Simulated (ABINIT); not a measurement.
## Beyond one shot: InP (F-43m)

Aim: iterate the self-energy on InP (F-43m) and follow the gap from cycle to cycle.

Calculated with ABINIT 10.8.3; PBE and many-body steps on it, plane waves.

Report form: the programs' logs are mostly left out.

## (1) Set-up

It takes space group F-43m (No. 216, cubic). The conventional cell has a = 5.869 Å, b = 5.869 Å, c = 5.869 Å, α = 90.00°, β = 90.00°, γ = 90.00°. Nearest to In lie 4 P at 2.54 Å. Nearest to P lie 4 In at 2.54 Å. Farther neighbours are not listed.

The cell and positions come from the Crystallography Open Database and are kept as given unless a step says otherwise.

## (2) Empty states on the mesh, 4×4×4 mesh, 153 bands

This step: ABINIT 10.8.3; DFT, PBE, plane waves, norm-conserving pseudopotentials.

The sums over transitions need many empty states on a uniform mesh; this step solves for them.

run.abi

```
acell 3*1.0 Angstrom
rprim 
  -0.000000000000 2.934350000000 2.934350000000
  2.934350000000 -0.000000000000 2.934350000000
  2.934350000000 2.934350000000 -0.000000000000
ntypat 2
znucl 49 15
natom 2
typat 1 2
xred 
  0.000000000000 0.000000000000 0.000000000000
  0.250000000000 0.250000000000 0.250000000000
pp_dirpath "pseudos"
pseudos "In.upf, P.upf"
ecut 33
ngkpt 4 4 4
nshiftk 1
shiftk 0 0 0
kptopt 1
chksymbreak 0
irdden 1
istwfk *1
nband 153
prtvol 0
optdriver 6
gwr_task "HDIAGO"
paral_kgb 0
occopt 1
indata_prefix "in"
outdata_prefix "out"
tmpdata_prefix "tmp"
```

Run with:

```console
> OMP_NUM_THREADS=1 mpirun -n 8 abinit run.abi > log
```

The job ended after 31 s (8 MPI ranks of Arm Neoverse V1, shared host; peak memory 4.6 GiB; 4.1 min of CPU time).

Numbers from this step:

```
gap                                                           : 0.6876 eV
k of the valence top                                          : 0, 0, 0
k of the conduction bottom                                    : 0, 0, 0
least direct gap                                              : 0.6876 eV
k points computed                                             : 8
lowest point of the top converged band, above the valence top : 98.9468 eV
```

On this mesh the gap is 0.688 eV.

The density comes from a self-consistent run that is not shown.

## (3) Screening, 4×4×4 mesh, 145 bands, screening to 163.3 eV

The RPA dielectric matrix is built and inverted for each q.

This step: RPA screening on PBE, plane waves, norm-conserving pseudopotentials.

Edit run.abi of step 2 so:

```diff
@@ -20,10 +20,11 @@
 chksymbreak 0
-irdden 1
 istwfk *1
-nband 153
-prtvol 0
-optdriver 6
-gwr_task "HDIAGO"
-paral_kgb 0
 occopt 1
+irdwfk 1
+optdriver 3
+nband 145
+ecuteps 6
+inclvkb 2
+awtr 1
+symchi 1
 indata_prefix "in"
```

Run time: 29 s. Hardware: 8 MPI ranks; peak memory 1.5 GiB.

Numbers from this step:

```
ε∞ with local fields, on this mesh, along the program's q direction : 47.20
the same without local fields                                       : 49.81
plasma frequency                                                    : 26.64 eV
plane waves in the screening matrix                                 : 259
```

Local fields lower ε∞ by 5 %. On a Γ-centred mesh this coarse the value itself is usually too large, while a short band sum pulls it down.

## (4) G0W0

The self-energy is evaluated for the states that the input lists, and the levels follow from it, in one-shot runs by the linearised quasiparticle equation.

This step: G0W0 on PBE, plane waves, norm-conserving pseudopotentials.

Edit run.abi of step 3 so:

```diff
@@ -23,8 +23,15 @@
 irdwfk 1
-optdriver 3
+optdriver 4
 nband 145
+gwcalctyp 0
+ecutsigx 33
+symsigma 1
+nkptgw 1
+kptgw 
+  0.0000000000 0.0000000000 0.0000000000
+bdgw 
+  11 17
 ecuteps 6
-inclvkb 2
-awtr 1
-symchi 1
+irdscr 1
+ppmodel 1
 indata_prefix "in"
```

Wall time 6.6 s (8 MPI ranks); peak memory 1.4 GiB; 52 s of CPU time.

This step gave:

```
G0W0 gap on the points computed              : 1.349 eV
starting gap on the mesh                     : 0.6876 eV
k of the valence top                         : 0, 0, 0
k of the conduction bottom                   : 0, 0, 0
Z at the valence top                         : 0.775
Z at the conduction bottom                   : 0.79
least direct G0W0 gap on the computed points : 1.349 eV
```

The gap on the mesh goes from 0.69 eV to 1.35 eV, a correction of +0.66 eV.

## (5) evGW0, cycle 1

This step: evGW0 on PBE, plane waves, norm-conserving pseudopotentials.

Edit run.abi of step 4 so:

```diff
@@ -25,10 +25,24 @@
 nband 145
-gwcalctyp 0
+gwcalctyp 10
 ecutsigx 33
 symsigma 1
-nkptgw 1
+nkptgw 8
 kptgw 
   0.0000000000 0.0000000000 0.0000000000
+  0.2500000000 0.0000000000 0.0000000000
+  0.5000000000 0.0000000000 0.0000000000
+  0.2500000000 0.2500000000 0.0000000000
+  0.5000000000 0.2500000000 0.0000000000
+  -0.2500000000 0.2500000000 0.0000000000
+  0.5000000000 0.5000000000 0.0000000000
+  -0.2500000000 0.5000000000 0.2500000000
 bdgw 
-  11 17
+  11 23
+  11 23
+  11 23
+  11 23
+  11 23
+  11 23
+  11 23
+  11 23
 ecuteps 6
```

Elapsed: 2.4 min, on 8 MPI ranks; peak memory 2.6 GiB.

This step gave:

| Property | Result |
| --- | --- |
| quasiparticle gap on the mesh | 1.539 eV |
| gap of the density functional on the mesh | 0.6876 eV |
| k of the valence top | 0, 0, 0 |
| k of the conduction bottom | 0, 0, 0 |
| Z at the valence top | 0.775 |
| Z at the conduction bottom | 0.79 |
| least direct quasiparticle gap on the computed points | 1.539 eV |

Against G0W0 in ABINIT (4×4×4 mesh, 145 bands, screening to 163.3 eV, Godby-Needs plasmon pole), the gap moves by +0.190 eV. This first cycle still uses the starting levels; it takes the full correction, at all points of the mesh, and its linearised value is 1.349 eV.

## (6) evGW0, cycle 2

The corrected levels of the last cycle go back in.

Edit run.abi of step 5 so:

```diff
@@ -50,2 +50,3 @@
 ppmodel 1
+irdqps 1
 indata_prefix "in"
```

The job ended after 2.4 min (8 MPI ranks; peak memory 2.6 GiB).

Numbers from this step:

```
quasiparticle gap on the mesh                         : 1.42 eV
gap of the density functional on the mesh             : 0.6876 eV
k of the valence top                                  : 0, 0, 0
k of the conduction bottom                            : 0, 0, 0
least direct quasiparticle gap on the computed points : 1.42 eV
```

Against the cycle before, the gap moves by −0.119 eV.

## (7) evGW0, cycle 3

run.abi is that of step 6.

Run time: 2.3 min. Hardware: 8 MPI ranks; peak memory 2.6 GiB.

Numbers from this step:

```
quasiparticle gap on the mesh                         : 1.437 eV
gap of the density functional on the mesh             : 0.6876 eV
k of the valence top                                  : 0, 0, 0
k of the conduction bottom                            : 0, 0, 0
least direct quasiparticle gap on the computed points : 1.437 eV
```

Against the cycle before, the gap moves by +0.017 eV.

## (8) evGW0, cycle 4

run.abi is that of step 7.

The job ended after 2.3 min (8 MPI ranks; peak memory 2.6 GiB; 19 min of CPU time).

Numbers from this step:

* quasiparticle gap on the mesh: 1.434 eV
* gap of the density functional on the mesh: 0.6876 eV
* k of the valence top: 0, 0, 0
* k of the conduction bottom: 0, 0, 0
* least direct quasiparticle gap on the computed points: 1.434 eV

Against the cycle before, the gap moves by −0.003 eV.

## (9) Screening, 4×4×4 mesh, 145 bands, screening to 163.3 eV

This step: RPA screening on PBE, plane waves, norm-conserving pseudopotentials.

run.abi

```
acell 3*1.0 Angstrom
rprim 
  -0.000000000000 2.934350000000 2.934350000000
  2.934350000000 -0.000000000000 2.934350000000
  2.934350000000 2.934350000000 -0.000000000000
ntypat 2
znucl 49 15
natom 2
typat 1 2
xred 
  0.000000000000 0.000000000000 0.000000000000
  0.250000000000 0.250000000000 0.250000000000
pp_dirpath "pseudos"
pseudos "In.upf, P.upf"
ecut 33
ngkpt 4 4 4
nshiftk 1
shiftk 0 0 0
kptopt 1
chksymbreak 0
istwfk *1
occopt 1
irdwfk 1
optdriver 3
nband 145
ecuteps 6
inclvkb 2
awtr 1
symchi 1
gwcalctyp 10
mbpt_sciss 0.745 eV
nqptdm 1
qptdm 
  0 0 0
indata_prefix "in"
outdata_prefix "out"
tmpdata_prefix "tmp"
```

Wall time 5.9 s (8 MPI ranks); peak memory 0.91 GiB.

Numbers from this step:

| Property | Result |
| --- | --- |
| ε∞ with local fields, on this mesh, along the program's q direction | 28.12 |
| the same without local fields | 29.44 |
| plasma frequency | 26.64 eV |
| plane waves in the screening matrix | 259 |

This screening uses the functional's bands under a rigid shift, the mean opening of the cycle before.

## (10) Screening, 4×4×4 mesh, 145 bands, screening to 163.3 eV

This step: RPA screening on PBE from quasiparticle energies, plane waves, norm-conserving pseudopotentials.

Edit run.abi of step 9 so:

```diff
@@ -29,7 +29,13 @@
 symchi 1
+irdqps 1
 gwcalctyp 10
-mbpt_sciss 0.745 eV
-nqptdm 1
+nqptdm 7
 qptdm 
-  0 0 0
+  0.2500000000 0.0000000000 0.0000000000
+  0.5000000000 0.0000000000 0.0000000000
+  0.2500000000 0.2500000000 0.0000000000
+  0.5000000000 0.2500000000 0.0000000000
+  -0.2500000000 0.2500000000 0.0000000000
+  0.5000000000 0.5000000000 0.0000000000
+  -0.2500000000 0.5000000000 0.2500000000
 indata_prefix "in"
```

mrgscr.stdin

```
2
merged
q0_SCR
out_SCR
1
```

Run with:

```console
> OMP_NUM_THREADS=1 mpirun -n 8 abinit run.abi > log; mrgscr < mrgscr.stdin
```

Elapsed: 25 s, on 8 MPI ranks; peak memory 1.5 GiB.

Numbers from this step:

```
plasma frequency                    : 26.64 eV
plane waves in the screening matrix : 259
```

This screening reads the quasiparticle levels of the cycle before.

## (11) evGW, cycle 1

This step: evGW on PBE, plane waves, norm-conserving pseudopotentials.

Edit run.abi of step 10 so:

```diff
@@ -23,12 +23,10 @@
 irdwfk 1
-optdriver 3
+optdriver 4
 nband 145
-ecuteps 6
-inclvkb 2
-awtr 1
-symchi 1
-irdqps 1
 gwcalctyp 10
-nqptdm 7
-qptdm 
+ecutsigx 33
+symsigma 1
+nkptgw 8
+kptgw 
+  0.0000000000 0.0000000000 0.0000000000
   0.2500000000 0.0000000000 0.0000000000
@@ -40,2 +38,15 @@
   -0.2500000000 0.5000000000 0.2500000000
+bdgw 
+  11 23
+  11 23
+  11 23
+  11 23
+  11 23
+  11 23
+  11 23
+  11 23
+ecuteps 6
+irdscr 1
+ppmodel 1
+irdqps 1
 indata_prefix "in"
```

Run with:

```console
> OMP_NUM_THREADS=1 mpirun -n 8 abinit run.abi > log
```

Elapsed: 2.3 min, on 8 MPI ranks; peak memory 2.6 GiB.

Numbers from this step:

```
quasiparticle gap on the mesh                         : 1.519 eV
gap of the density functional on the mesh             : 0.6876 eV
k of the valence top                                  : 0, 0, 0
k of the conduction bottom                            : 0, 0, 0
least direct quasiparticle gap on the computed points : 1.519 eV
```

Against G0W0 in ABINIT (4×4×4 mesh, 145 bands, screening to 163.3 eV, Godby-Needs plasmon pole), the gap moves by +0.170 eV.

## (12) Screening, 4×4×4 mesh, 145 bands, screening to 163.3 eV

This step: RPA screening on PBE, plane waves, norm-conserving pseudopotentials.

run.abi

```
acell 3*1.0 Angstrom
rprim 
  -0.000000000000 2.934350000000 2.934350000000
  2.934350000000 -0.000000000000 2.934350000000
  2.934350000000 2.934350000000 -0.000000000000
ntypat 2
znucl 49 15
natom 2
typat 1 2
xred 
  0.000000000000 0.000000000000 0.000000000000
  0.250000000000 0.250000000000 0.250000000000
pp_dirpath "pseudos"
pseudos "In.upf, P.upf"
ecut 33
ngkpt 4 4 4
nshiftk 1
shiftk 0 0 0
kptopt 1
chksymbreak 0
istwfk *1
occopt 1
irdwfk 1
optdriver 3
nband 145
ecuteps 6
inclvkb 2
awtr 1
symchi 1
gwcalctyp 10
mbpt_sciss 0.866 eV
nqptdm 1
qptdm 
  0 0 0
indata_prefix "in"
outdata_prefix "out"
tmpdata_prefix "tmp"
```

Wall time 5.9 s (8 MPI ranks); peak memory 0.9 GiB.

This step gave:

```
ε∞ with local fields, on this mesh, along the program's q direction : 26.59
the same without local fields                                       : 27.83
plasma frequency                                                    : 26.64 eV
plane waves in the screening matrix                                 : 259
```

This screening uses the functional's bands under a rigid shift, the mean opening of the cycle before.

## (13) Screening, 4×4×4 mesh, 145 bands, screening to 163.3 eV

This step: RPA screening on PBE from quasiparticle energies, plane waves, norm-conserving pseudopotentials.

Edit run.abi of step 12 so:

```diff
@@ -29,7 +29,13 @@
 symchi 1
+irdqps 1
 gwcalctyp 10
-mbpt_sciss 0.866 eV
-nqptdm 1
+nqptdm 7
 qptdm 
-  0 0 0
+  0.2500000000 0.0000000000 0.0000000000
+  0.5000000000 0.0000000000 0.0000000000
+  0.2500000000 0.2500000000 0.0000000000
+  0.5000000000 0.2500000000 0.0000000000
+  -0.2500000000 0.2500000000 0.0000000000
+  0.5000000000 0.5000000000 0.0000000000
+  -0.2500000000 0.5000000000 0.2500000000
 indata_prefix "in"
```

mrgscr.stdin is that of step 10.

Run with:

```console
> OMP_NUM_THREADS=1 mpirun -n 8 abinit run.abi > log; mrgscr < mrgscr.stdin
```

Run time: 24 s. Hardware: 8 MPI ranks; peak memory 1.5 GiB.

Numbers from this step:

* plasma frequency: 26.64 eV
* plane waves in the screening matrix: 259

This screening reads the quasiparticle levels of the cycle before.

## (14) evGW, cycle 2

This step: evGW on PBE, plane waves, norm-conserving pseudopotentials.

Edit run.abi of step 13 so:

```diff
@@ -23,12 +23,10 @@
 irdwfk 1
-optdriver 3
+optdriver 4
 nband 145
-ecuteps 6
-inclvkb 2
-awtr 1
-symchi 1
-irdqps 1
 gwcalctyp 10
-nqptdm 7
-qptdm 
+ecutsigx 33
+symsigma 1
+nkptgw 8
+kptgw 
+  0.0000000000 0.0000000000 0.0000000000
   0.2500000000 0.0000000000 0.0000000000
@@ -40,2 +38,15 @@
   -0.2500000000 0.5000000000 0.2500000000
+bdgw 
+  11 23
+  11 23
+  11 23
+  11 23
+  11 23
+  11 23
+  11 23
+  11 23
+ecuteps 6
+irdscr 1
+ppmodel 1
+irdqps 1
 indata_prefix "in"
```

Run with:

```console
> OMP_NUM_THREADS=1 mpirun -n 8 abinit run.abi > log
```

Elapsed: 2.3 min, on 8 MPI ranks; peak memory 2.6 GiB.

Numbers from this step:

| Property | Result |
| --- | --- |
| quasiparticle gap on the mesh | 1.525 eV |
| gap of the density functional on the mesh | 0.6876 eV |
| k of the valence top | 0, 0, 0 |
| k of the conduction bottom | 0, 0, 0 |
| least direct quasiparticle gap on the computed points | 1.525 eV |

Against the cycle before, the gap moves by +0.006 eV.

## (15) Side by side

Times are wall times on 8 MPI ranks of Arm Neoverse V1, shared host, good to a factor of about two. A run's time includes the screening step that it read.

```csv
run,mesh,bands,screening cutoff (eV),DFT gap (eV),gap on the mesh (eV),direct (eV),ε∞ used,time
G0W0,4×4×4,145,163.3,0.688,1.349,1.349,47.20,36 s
"evGW0, cycle 1",4×4×4,145,163.3,0.688,1.539,1.539,47.20,2.8 min
"evGW0, cycle 2",4×4×4,145,163.3,0.688,1.420,1.420,47.20,2.8 min
"evGW0, cycle 3",4×4×4,145,163.3,0.688,1.437,1.437,47.20,2.8 min
"evGW0, cycle 4",4×4×4,145,163.3,0.688,1.434,1.434,47.20,2.8 min
"evGW, cycle 1",4×4×4,145,163.3,0.688,1.519,1.519,28.12,2.9 min
"evGW, cycle 2",4×4×4,145,163.3,0.688,1.525,1.525,26.59,2.8 min
```

## (16) Results

```
G0W0           : 1.349 eV
evGW0, cycle 1 : 1.539 eV
evGW0, cycle 2 : 1.420 eV
evGW0, cycle 3 : 1.437 eV
evGW0, cycle 4 : 1.434 eV
evGW, cycle 1  : 1.519 eV
evGW, cycle 2  : 1.525 eV
known limits   : not at the basis limit; mesh may overstate the screening; no spin-orbit coupling; coarse k mesh
```

**Reading.** Only the bands that the input lists are updated; the others, empty or deep, keep the functional's energies or take a rigid shift. The evGW loop starts from the last levels of evGW0, so its cycles and time come on top of those. evGW0 ends at 1.43 eV, +0.09 eV from G0W0, after 4 cycles that took 9.4 min beside the first screening; the last moved the gap by 0.003 eV. evGW ends at 1.53 eV, +0.18 eV from G0W0, after 2 cycles that took 5.7 min beside the first screening; the last moved the gap by 0.006 eV. The first cycle of evGW0 takes the full correction, without the factor Z, so it overshoots the one-shot value. Bands and cutoff are finite, so the gap is not at the basis limit. The miss can reach some tenths of an eV and take either sign; the mesh is an error of its own. The 4×4×4 mesh is coarse for this cell, which bears on the long-range parts of exchange and screening. The RPA ε∞ on this mesh reaches over 25; with a narrow direct gap a coarse mesh can overstate it, and the correction is then too small. In the updated screening the q = 0 part is built from Kohn-Sham bands under a rigid shift, the other q from the quasiparticle levels. The many-body steps are scalar-relativistic: spin-orbit coupling is not in them.

[Paths, hosts, dates, memory and timing lines, banners, echoed tables and standing remarks are left out of the program output.]

[Logs are printed without paths, hosts, clocks, repeated set-up lines and the standing remarks that a program may print on its own settings, such as how far it seeks lower states.]

[Runs of the session that timed out or met a known fault of the program may be left out.]

[Hosts, paths, dates, database ids (printed as entryN), source tags and the programs' standing remarks are cut or masked in the printed files.]

[G0W0 gaps are taken among the corrected bands and points alone; a level outside them can change the order at an edge.]

[Where Ansatz stands beside ABINIT at settings called matched, ABINIT's density can come from a denser mesh and the files from another edition; pairs whose starting gaps differed by over 0.03 eV were left out, so agreement reads better than it is.]
